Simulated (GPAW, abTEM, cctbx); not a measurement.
## (GaN)3(BP)3: the scripts behind a bonding study

Short scripts, each with its output. The cell is a (GaN)3(BP)3 superlattice along [001] of the zinc-blende type, started at the mean lattice constant and relaxed freely, with no substrate.

## 1. Build the all-electron density and subtract free atoms

```text
cell
1.0
     3.211316940    0.000000000    0.000000000
     0.000000000    3.248795740    0.000000000
     0.000000000    0.000000000   13.898245280
Ga P N B
3 3 3 3
Direct
0.000000000 0.000000000 0.985112760
0.500000000 0.500000000 0.817873460
0.000000000 0.000000000 0.651445940
0.500000000 0.000000000 0.428502840
0.000000000 0.500000000 0.266019380
0.500000000 0.000000000 0.104793700
0.000000000 0.500000000 0.902552880
0.500000000 0.000000000 0.735936170
0.000000000 0.500000000 0.568388530
0.500000000 0.500000000 0.508907860
0.000000000 0.000000000 0.347107210
0.500000000 0.500000000 0.183376540
```

```python
import numpy as np
from ase.io import read
from ase.units import Bohr
from gpaw import GPAW, PW, FermiDirac
from gpaw.calculator import GPAW as OldGPAW
from gpaw.mpi import serial_comm, world
from scipy.special import erfc
from scipy.spatial import cKDTree

atoms = read("cell.vasp")
atoms.calc = GPAW(mode=PW(550), xc="PBE", kpts={"size": (8, 8, 2), "gamma": True},
                 occupations=FermiDirac(0.05), maxiter=120, symmetry={"tolerance": 1e-5}, txt="scf.txt")
atoms.get_potential_energy()
rho = atoms.calc.get_all_electron_density(gridrefinement=2)
moments = atoms.get_magnetic_moments() if atoms.calc.get_number_of_spins() == 2 else np.zeros(len(atoms))
total = atoms.get_magnetic_moment() if moments.any() else 0.0
if world.rank == 0:
    free = OldGPAW(mode=PW(550), xc="PBE", txt=None, communicator=serial_comm)
    neutral = atoms.copy()
    neutral.set_initial_magnetic_moments(None)
    free.initialize(neutral)
    free.set_positions(neutral)
    drho = rho - free.get_all_electron_density(gridrefinement=2)
    # GPAW starts from confined atoms: exchange their smooth part for that of the datasets' free atoms
    h = np.stack(np.meshgrid(*[np.fft.fftfreq(n, 1 / n) for n in drho.shape], indexing="ij"), -1)
    gabs = np.linalg.norm(h @ atoms.cell.reciprocal(), axis=-1)
    tails = np.fft.fftn(free.get_pseudo_density(gridrefinement=2))
    g, form, v0 = np.linspace(0, gabs.max(), 1500), {}, 0
    for e in set(atoms.symbols):
        idx = atoms.symbols.search(e)
        d = free.setups[idx[0]].data
        r, w = d.rgd.r_g * Bohr, d.rgd.r_g**2 * d.rgd.dr_g
        j0 = np.sinc(2 * g[:, None] * r)
        smooth = sum(f * p**2 for f, p in zip(d.f_j, d.phit_jg)) + np.sqrt(4 * np.pi) * d.nct_g
        full = sum(f * p**2 for f, p in zip(d.f_j, d.phi_jg)) + np.sqrt(4 * np.pi) * d.nc_g
        phase = sum(np.exp(-2j * np.pi * h @ s) for s in atoms.get_scaled_positions()[idx])
        tails -= np.interp(gabs, g, j0 @ (smooth * w)) * phase * drho.size / atoms.get_volume()
        form[e] = j0 @ (full * w)
        v0 += 2 * np.pi / 3 * 14.3996 * (full * w * r**2).sum() * len(idx)  # V A^3
    tails *= 0.5 * erfc((gabs - 1.8) / 0.25)  # the tails differ at long wavelengths alone
    drho += np.fft.ifftn(tails).real  # crystal minus superposed spherical free atoms
    np.save("drho.npy", drho)
    dv = atoms.get_volume() / drho.size
    print("grid", drho.shape, " electrons %.3f" % (rho.sum() * dv), " moved by bonding %.3f e" % (abs(drho).sum() * dv / 2))
    pts = np.indices(drho.shape).reshape(3, -1).T / drho.shape @ atoms.cell
    shifts = (np.indices((3, 3, 3)).reshape(3, -1).T - 1) @ atoms.cell
    images = (atoms.positions[None] + shifts[:, None]).reshape(-1, 3)
    dist, idx = cKDTree(images).query(pts, k=4)
    out = drho.ravel()[dist[:, 0] > 0.5]
    print("deformation density beyond 0.5 A of the nuclei: max %.3f, min %.3f e/A^3" % (out.max(), out.min()))
    tie = dist < dist[:, :1] + 1e-4
    q = -np.bincount((idx % len(atoms))[tie], (drho.ravel()[:, None] / tie.sum(1, keepdims=True) * tie)[tie], len(atoms)) * dv
    print("atom        x       y       z   Voronoi charge  moment")
    for a, s, c, m in zip(atoms, atoms.get_scaled_positions(), q, moments):
        print("%-2s%-3d %7.4f %7.4f %7.4f %10.3f %10.2f" % (a.symbol, a.index + 1, *s, c, m))
    np.savez("free.npz", g=g, **form)
    print("mean inner potential of superposed free atoms %.3f V" % (v0 / atoms.get_volume()))
    print("total magnetic moment %.3f muB" % total)
```

```console
$ OMP_NUM_THREADS=1 mpirun -n 4 gpaw python run.py > gpaw.log
```

```text
grid (36, 36, 160)  electrons 174.000  moved by bonding 3.317 e
deformation density beyond 0.5 A of the nuclei: max 0.295, min -0.154 e/A^3
atom        x       y       z   Voronoi charge  moment
Ga1    0.0000  0.0000  0.9851      0.301       0.00
Ga2    0.5000  0.5000  0.8179      0.429       0.00
Ga3    0.0000  0.0000  0.6514      0.413       0.00
P 4    0.5000  0.0000  0.4285      0.141       0.00
P 5    0.0000  0.5000  0.2660      0.172       0.00
P 6    0.5000  0.0000  0.1048     -0.026       0.00
N 7    0.0000  0.5000  0.9026     -0.421       0.00
N 8    0.5000  0.0000  0.7359     -0.439       0.00
N 9    0.0000  0.5000  0.5684     -0.297       0.00
B 10   0.5000  0.5000  0.5089      0.041       0.00
B 11   0.0000  0.0000  0.3471     -0.170       0.00
B 12   0.5000  0.5000  0.1834     -0.142       0.00
mean inner potential of superposed free atoms 17.641 V
total magnetic moment 0.000 muB
```

Time: 63 s on 4 cores of Arm Neoverse V1 (shared host), peak memory 1 GiB.

## 2. Fourier-transform the difference

```python
from cctbx import adptbx, crystal, miller, xray
from cctbx.eltbx import tiny_pse
import numpy as np

cs = crystal.symmetry(unit_cell=(3.2113, 3.2488, 13.8982, 90, 90, 90), space_group_symbol='Hall: P 2 -2')  # Pmm2
atoms = [  # label, site, U (iso, or U11 U22 U33 U12 U13 U23 in A^2), occupancy
    ("Ga1", (0, 0, 0.98511), 0.0000, 1),
    ("Ga2", (0.5, 0.5, 0.81787), 0.0000, 1),
    ("Ga3", (0, 0, 0.65145), 0.0000, 1),
    ("P1", (0.5, 0, 0.4285), 0.0000, 1),
    ("P2", (0, 0.5, 0.26602), 0.0000, 1),
    ("P3", (0.5, 0, 0.10479), 0.0000, 1),
    ("N1", (0, 0.5, 0.90255), 0.0000, 1),
    ("N2", (0.5, 0, 0.73594), 0.0000, 1),
    ("N3", (0, 0.5, 0.56839), 0.0000, 1),
    ("B1", (0.5, 0.5, 0.50891), 0.0000, 1),
    ("B2", (0, 0, 0.34711), 0.0000, 1),
    ("B3", (0.5, 0.5, 0.18338), 0.0000, 1),
]
xs = xray.structure(crystal_symmetry=cs)
for label, site, u, occ in atoms:
    u = adptbx.u_cif_as_u_star(cs.unit_cell(), u) if isinstance(u, tuple) else u
    xs.add_scatterer(xray.scatterer(label, site=site, u=u, occupancy=occ))
xs.scattering_type_registry(table="wk1995")
drho = np.load("drho.npy")
T = np.array([[1, 0, 0], [0, 1, 0], [0, 0, 1]])  # conventional axes in terms of the primitive ones
dF = np.fft.ifftn(drho) * 144.99918  # electrons a conventional cell, indexed by primitive hkl
ms = miller.build_set(cs, anomalous_flag=False, d_min=0.9).sort("resolution")
iam = ms.structure_factors_from_scatterers(xs, algorithm="direct").f_calc()
p1 = xs.expand_to_p1()
z = np.array([tiny_pse.table(sc.scattering_type).atomic_number() for sc in p1.scatterers()])
x = np.array(p1.sites_frac())
free = np.load("free.npz")
print("static structure factors of the conventional cell: F in electrons, V (Mott-Bethe) in volts")
print("   h  k  l      d  |F| table  |F| free   |F| DFT   change   |V| free  |V| DFT  change %")
for h, d, table in list(zip(ms.indices(), ms.d_spacings().data(), iam.data()))[:16]:
    df = dF[tuple(np.rint(np.linalg.solve(T, h)).astype(int))]
    phase = np.exp(2j * np.pi * x @ h)
    f = sum(np.interp(1 / d, free["g"], free[sc.scattering_type]) * p for sc, p in zip(p1.scatterers(), phase))
    fz = (z * phase).sum()
    c = 14.3996 * d * d / (np.pi * cs.unit_cell().volume())
    v0, v1 = abs(fz - f) * c, abs(fz - f - df) * c
    print("%4d%3d%3d %7.4f %9.3f %9.3f %9.3f %8.3f %9.3f %8.3f %8s" % (h + (d, abs(table), abs(f), abs(f + df), abs(f + df) - abs(f), v0, v1, "%.1f" % (100 * (v1 / v0 - 1)) if v0 > 0.02 else "-")))
```

```console
$ python run.py
```

```text
static structure factors of the conventional cell: F in electrons, V (Mott-Bethe) in volts
   h  k  l      d  |F| table  |F| free   |F| DFT   change   |V| free  |V| DFT  change %
   0  0  1 13.8982    34.794    34.801    34.776   -0.024     0.535    0.689     28.7
   0  0  2  6.9491     1.619     1.618     1.646    0.027     0.204    0.163    -20.3
   0  0  3  4.6327    17.855    17.876    17.696   -0.181     0.367    0.484     31.9
   0  0  4  3.4745     1.902     1.906     2.011    0.104     0.218    0.177    -18.9
   0  1  0  3.2488    29.555    29.627    29.485   -0.143     1.459    1.507      3.3
   1  0  0  3.2113    17.141    17.108    17.147    0.040     0.291    0.278     -4.4
   0  1  1  3.1635     0.508     0.509     0.495   -0.014     0.038    0.054     42.3
   1  0  1  3.1289     0.638     0.639     0.636   -0.003     0.076    0.078      2.5
   0  1  2  2.9431    58.490    58.573    58.144   -0.429     2.900    3.021      4.2
   1  0  2  2.9151    35.172    35.122    34.813   -0.309     0.718    0.797     11.0
   0  0  5  2.7796    42.001    42.050    41.342   -0.708     1.356    1.530     12.8
   0  1  3  2.6599    79.240    79.198    80.565    1.367     5.767    5.388     -6.6
   1  0  3  2.6392   107.398   107.410   108.573    1.163     7.378    7.110     -3.6
   0  1  4  2.3730    57.523    57.456    56.957   -0.498     3.042    3.133      3.0
   1  0  4  2.3583    35.984    35.908    34.767   -1.141     0.773    0.991     28.3
   0  0  6  2.3164    57.004    56.912    56.303   -0.608     2.130    2.228      4.6
```

Time: 0.35 s on 1 core of Arm Neoverse V1 (shared host), peak memory 0.08 GiB.

## 3. Propagate a plane wave with and without the bonding term

```python
import abtem
import numpy as np
from ase.build import make_supercell
from ase.io import read

abtem.config.set({"dask.lazy": False, "fft": "fftw", "diagnostics.progress_bar": False})
M = [[0, 1, 0], [0, 0, 1], [1, 0, 0]]  # rows: x, y and beam direction in the primitive cell's axes
unit = make_supercell(read("cell.vasp"), M)
unit.set_cell(list(unit.cell.lengths()) + [90, 90, 90], scale_atoms=True)
unit.positions[:, 2] += 0.8028  # keeps atomic planes off the slice boundaries
unit.wrap()
slab = unit * (2, 2, 120)
print(slab.get_chemical_formula(), "| box %.2f x %.2f x %.2f A" % tuple(slab.cell.lengths()))

# change of the potential by bonding, from the DFT deformation density (Poisson's equation term by term)
drho = np.load("drho.npy")
prim = read("cell.vasp")
h = np.stack(np.meshgrid(*[np.fft.fftfreq(n, 1 / n) for n in drho.shape], indexing="ij"), -1).reshape(-1, 3).astype(int)
g2 = ((h @ prim.cell.reciprocal()) ** 2).sum(1)
keep = (g2 > 0) & (g2 < 2.5**2)
shape = (93, 398, 20)
vg = np.zeros(shape, complex)
hm = h[keep] @ np.array(M).T
move = np.exp(-2j * np.pi * hm[:, 2] * (0.8028 / unit.cell[2, 2] - 0.5 / shape[2]))  # the same shift, sampled at mid-points
vg[tuple(hm.T % np.array(shape)[:, None])] = -14.3996 / np.pi * (np.fft.fftn(drho).ravel() / drho.size)[keep] / g2[keep] * move
dV = np.fft.ifftn(vg).real * vg.size
dV = dV.reshape(93, 398, 2, 10).mean(3) * unit.cell[2, 2] / 2  # V A, projected in each slice
dV = np.tile(dV.transpose(2, 0, 1), (120, 2, 2))


def build(atoms):
    p = abtem.Potential(atoms, gpts=(186, 796), slice_thickness=[slab.cell[2, 2] / 240] * 240,
                        parametrization="lobato", projection="infinite", exit_planes=20).build()
    p.array[:] += BONDING * dV
    return p


sigmas = {'Ga': 0.07, 'P': 0.079, 'N': 0.087, 'B': 0.09}  # r.m.s. displacement along each axis, A
u = np.array([sigmas[s] for s in slab.symbols])[:, None]
rng = np.random.default_rng(436)


def potentials():
    for _ in range(3):  # frozen phonons, one configuration at a time
        atoms = slab.copy()
        atoms.positions += u * rng.standard_normal((len(atoms), 3))
        atoms.wrap()
        yield build(atoms)


for label, BONDING in (("IAM", 0.0), ("DFT", 1.0)):
    print("=====", label)
    rng = np.random.default_rng(436)  # the same displacements for both
    potential = build(slab)
    print("grid", potential.gpts, "slices", potential.num_slices)
    thickness = potential.exit_thicknesses
    wave = abtem.PlaneWave(energy=100000)
    dp = np.mean([wave.multislice(p).diffraction_patterns(max_angle="valid").array for p in potentials()], axis=0)
    hkl = [(0, 0, 0), (0, 0, 1), (0, 0, 2), (0, 0, 3), (0, 1, 0), (0, 1, 1), (0, 1, 2)]
    nx, ny = dp.shape[-2:]
    print("intensity of each beam, fraction of the incident wave")
    print("  t (A)" + "".join("%9s" % " ".join(map(str, h)) for h in hkl) + "  diffuse    total")
    grid = np.zeros((nx, ny), bool)
    grid[nx // 2 % 2::2, ny // 2 % 2::2] = True
    for t, a in list(zip(thickness, dp))[1:]:
        idx = [np.rint(np.array(M) @ np.linalg.solve([[1, 0, 0], [0, 1, 0], [0, 0, 1]], h)).astype(int) for h in hkl]
        print("%7.1f" % t + "".join("%9.5f" % a[nx // 2 + i[0] * 2, ny // 2 + i[1] * 2] for i in idx) + "%9.4f%9.4f" % (a[~grid].sum(), a.sum()))
```

```console
$ python run.py
```

```text
B1440Ga1440N1440P1440 | box 6.50 x 27.80 x 385.36 A
===== IAM
grid (186, 796) slices 240
intensity of each beam, fraction of the incident wave
  t (A)    0 0 0    0 0 1    0 0 2    0 0 3    0 1 0    0 1 1    0 1 2  diffuse    total
   32.1  0.67760  0.00108  0.00004  0.00026  0.00141  0.00001  0.00632   0.0237   0.9988
   64.2  0.33991  0.00579  0.00013  0.00118  0.00365  0.00005  0.01619   0.0660   0.9966
   96.3  0.18030  0.00726  0.00003  0.00078  0.00490  0.00045  0.01490   0.0924   0.9954
  128.5  0.07120  0.00646  0.00031  0.00431  0.00728  0.00164  0.01158   0.1164   0.9945
  160.6  0.06042  0.01148  0.00198  0.01418  0.00817  0.00413  0.01393   0.1383   0.9935
  192.7  0.03822  0.01969  0.00564  0.02140  0.00510  0.00722  0.01653   0.1530   0.9929
  224.8  0.00034  0.02882  0.01195  0.02475  0.00246  0.00847  0.01165   0.1679   0.9922
  256.9  0.03590  0.03320  0.01945  0.02151  0.00202  0.00765  0.00632   0.1822   0.9916
  289.0  0.12722  0.02756  0.02448  0.01171  0.00285  0.00492  0.00446   0.1942   0.9909
  321.1  0.21153  0.01532  0.02631  0.00265  0.00380  0.00263  0.00454   0.2039   0.9903
  353.2  0.23209  0.00537  0.02824  0.00075  0.00269  0.00051  0.00539   0.2139   0.9896
  385.4  0.17207  0.00199  0.03164  0.00119  0.00209  0.00181  0.00495   0.2254   0.9890
===== DFT
grid (186, 796) slices 240
intensity of each beam, fraction of the incident wave
  t (A)    0 0 0    0 0 1    0 0 2    0 0 3    0 1 0    0 1 1    0 1 2  diffuse    total
   32.1  0.68589  0.00095  0.00003  0.00024  0.00148  0.00001  0.00680   0.0237   0.9988
   64.2  0.36832  0.00547  0.00008  0.00085  0.00368  0.00006  0.01707   0.0663   0.9966
   96.3  0.21789  0.00870  0.00000  0.00036  0.00505  0.00044  0.01593   0.0924   0.9954
  128.5  0.10080  0.00838  0.00039  0.00355  0.00817  0.00156  0.01345   0.1163   0.9944
  160.6  0.08803  0.01063  0.00188  0.01220  0.00942  0.00389  0.01457   0.1393   0.9934
  192.7  0.07226  0.01633  0.00512  0.01927  0.00574  0.00710  0.01458   0.1537   0.9928
  224.8  0.01770  0.02498  0.01092  0.02486  0.00248  0.00884  0.00909   0.1674   0.9922
  256.9  0.01047  0.03045  0.01788  0.02432  0.00149  0.00902  0.00512   0.1818   0.9915
  289.0  0.06314  0.02577  0.02351  0.01558  0.00184  0.00742  0.00408   0.1949   0.9909
  321.1  0.13332  0.01429  0.02749  0.00571  0.00241  0.00579  0.00474   0.2053   0.9902
  353.2  0.16404  0.00544  0.03321  0.00196  0.00179  0.00226  0.00668   0.2160   0.9896
  385.4  0.13152  0.00308  0.04137  0.00061  0.00200  0.00036  0.00777   0.2281   0.9889
```

Time: 2.4 min.

## 4. Rock the beam across one reflection

```python
import abtem
import numpy as np
from ase.build import make_supercell
from ase.io import read

abtem.config.set({"dask.lazy": False, "fft": "fftw", "diagnostics.progress_bar": False})
M = [[0, 1, 0], [0, 0, 1], [1, 0, 0]]  # rows: x, y and beam direction in the primitive cell's axes
unit = make_supercell(read("cell.vasp"), M)
unit.set_cell(list(unit.cell.lengths()) + [90, 90, 90], scale_atoms=True)
unit.positions[:, 2] += 0.8028  # keeps atomic planes off the slice boundaries
unit.wrap()
slab = unit * (1, 1, 156)
print(slab.get_chemical_formula(), "| box %.2f x %.2f x %.2f A" % tuple(slab.cell.lengths()))

# change of the potential by bonding, from the DFT deformation density (Poisson's equation term by term)
drho = np.load("drho.npy")
prim = read("cell.vasp")
h = np.stack(np.meshgrid(*[np.fft.fftfreq(n, 1 / n) for n in drho.shape], indexing="ij"), -1).reshape(-1, 3).astype(int)
g2 = ((h @ prim.cell.reciprocal()) ** 2).sum(1)
keep = (g2 > 0) & (g2 < 2.5**2)
shape = (73, 309, 20)
vg = np.zeros(shape, complex)
hm = h[keep] @ np.array(M).T
move = np.exp(-2j * np.pi * hm[:, 2] * (0.8028 / unit.cell[2, 2] - 0.5 / shape[2]))  # the same shift, sampled at mid-points
vg[tuple(hm.T % np.array(shape)[:, None])] = -14.3996 / np.pi * (np.fft.fftn(drho).ravel() / drho.size)[keep] / g2[keep] * move
dV = np.fft.ifftn(vg).real * vg.size
dV = dV.reshape(73, 309, 2, 10).mean(3) * unit.cell[2, 2] / 2  # V A, projected in each slice
dV = np.tile(dV.transpose(2, 0, 1), (156, 1, 1))


def build(atoms):
    p = abtem.Potential(atoms, gpts=(73, 309), slice_thickness=[slab.cell[2, 2] / 312] * 312,
                        parametrization="lobato", projection="infinite", exit_planes=78).build()
    p.array[:] += BONDING * dV
    return p


def potentials():
    yield build(slab)  # atoms at rest


for label, BONDING in (("IAM", 0.0), ("DFT", 1.0)):
    print("=====", label)
    potential = build(slab)
    print("grid", potential.gpts, "slices", potential.num_slices)
    thickness = potential.exit_thicknesses
    h = np.array(M) @ np.linalg.solve(np.array([[1, 0, 0], [0, 1, 0], [0, 0, 1]]), [0, 0, 1])
    ix, iy = round(h[0]) * 1, round(h[1]) * 1
    gxy = h[:2] / unit.cell.lengths()[:2]
    along = gxy / np.hypot(*gxy)
    across = np.array([-along[1], along[0]])
    bragg = 500 * abtem.PlaneWave(energy=100000).wavelength * np.hypot(*gxy)
    print("Bragg angle %.3f mrad; beam tilted 37 mrad off the zone axis across the row" % bragg)
    print("dark-field intensity of 0 0 1 against tilt along the row, in Bragg angles")
    print("  t (A)" + "".join("%8.2f" % s for s in [0.2, 0.4, 0.6, 0.8, 1.0, 1.2, 1.4, 1.6, 1.8, 2.0, 2.2, 2.4, 2.6]))
    rows = []
    row = [(n * ix, n * iy) for n in range(-8, 9)]
    for s in [0.2, 0.4, 0.6, 0.8, 1.0, 1.2, 1.4, 1.6, 1.8, 2.0, 2.2, 2.4, 2.6]:
        tilt = -s * bragg * along + 37 * across
        dp = abtem.PlaneWave(energy=100000, tilt=tuple(tilt)).multislice(potential).diffraction_patterns(max_angle="valid").array
        rows.append(dp[:, dp.shape[1] // 2 + ix, dp.shape[2] // 2 + iy])
        if s == 1.0:
            cx, cy = dp.shape[1] // 2, dp.shape[2] // 2
            share = sum(dp[:, cx + i, cy + j] for i, j in row if abs(i) < cx and abs(j) < cy) / dp.sum(axis=(1, 2))
            total = dp.sum(axis=(1, 2))
    for t, a in list(zip(thickness, np.array(rows).T))[1:]:
        print("%7.1f" % t + "".join("%8.4f" % v for v in a))
    print("at the Bragg tilt, share in the row:", share[1:].round(3).tolist(), "total:", total[1:].round(3).tolist())
```

```console
$ python run.py
```

```text
B468Ga468N468P468 | box 3.25 x 13.90 x 500.97 A
===== IAM
grid (73, 309) slices 312
Bragg angle 1.332 mrad; beam tilted 37 mrad off the zone axis across the row
dark-field intensity of 0 0 1 against tilt along the row, in Bragg angles
  t (A)    0.20    0.40    0.60    0.80    1.00    1.20    1.40    1.60    1.80    2.00    2.20    2.40    2.60
  125.2  0.0009  0.0009  0.0008  0.0008  0.0008  0.0008  0.0008  0.0008  0.0009  0.0009  0.0009  0.0010  0.0010
  250.5  0.0001  0.0002  0.0004  0.0005  0.0006  0.0005  0.0004  0.0002  0.0001  0.0001  0.0004  0.0008  0.0016
  375.7  0.0030  0.0034  0.0038  0.0042  0.0045  0.0042  0.0038  0.0035  0.0030  0.0026  0.0022  0.0017  0.0014
  501.0  0.0066  0.0049  0.0035  0.0031  0.0031  0.0031  0.0035  0.0048  0.0065  0.0088  0.0105  0.0108  0.0092
at the Bragg tilt, share in the row: [0.7039999961853027, 0.609000027179718, 0.5809999704360962, 0.6039999723434448] total: [0.9980000257492065, 0.996999979019165, 0.9959999918937683, 0.9940000176429749]
===== DFT
grid (73, 309) slices 312
Bragg angle 1.332 mrad; beam tilted 37 mrad off the zone axis across the row
dark-field intensity of 0 0 1 against tilt along the row, in Bragg angles
  t (A)    0.20    0.40    0.60    0.80    1.00    1.20    1.40    1.60    1.80    2.00    2.20    2.40    2.60
  125.2  0.0013  0.0013  0.0012  0.0012  0.0012  0.0012  0.0012  0.0012  0.0013  0.0013  0.0013  0.0014  0.0015
  250.5  0.0012  0.0016  0.0019  0.0022  0.0023  0.0022  0.0020  0.0016  0.0012  0.0009  0.0008  0.0010  0.0014
  375.7  0.0088  0.0099  0.0106  0.0112  0.0116  0.0113  0.0106  0.0100  0.0089  0.0073  0.0055  0.0033  0.0012
  501.0  0.0163  0.0149  0.0133  0.0131  0.0133  0.0131  0.0133  0.0149  0.0163  0.0176  0.0177  0.0157  0.0111
at the Bragg tilt, share in the row: [0.6970000267028809, 0.5950000286102295, 0.5669999718666077, 0.6000000238418579] total: [0.9980000257492065, 0.996999979019165, 0.9959999918937683, 0.9940000176429749]
```

Time: 55 s.

[Outputs are excerpts: Python notices, other lines and further rows are left out; steps that failed or that the build refused (PBEsol, TPSS) are not shown.]

[Logs are printed without paths, hosts, clocks, repeated set-up lines and the standing remarks that a program may print on its own settings, such as how far it seeks lower states.]
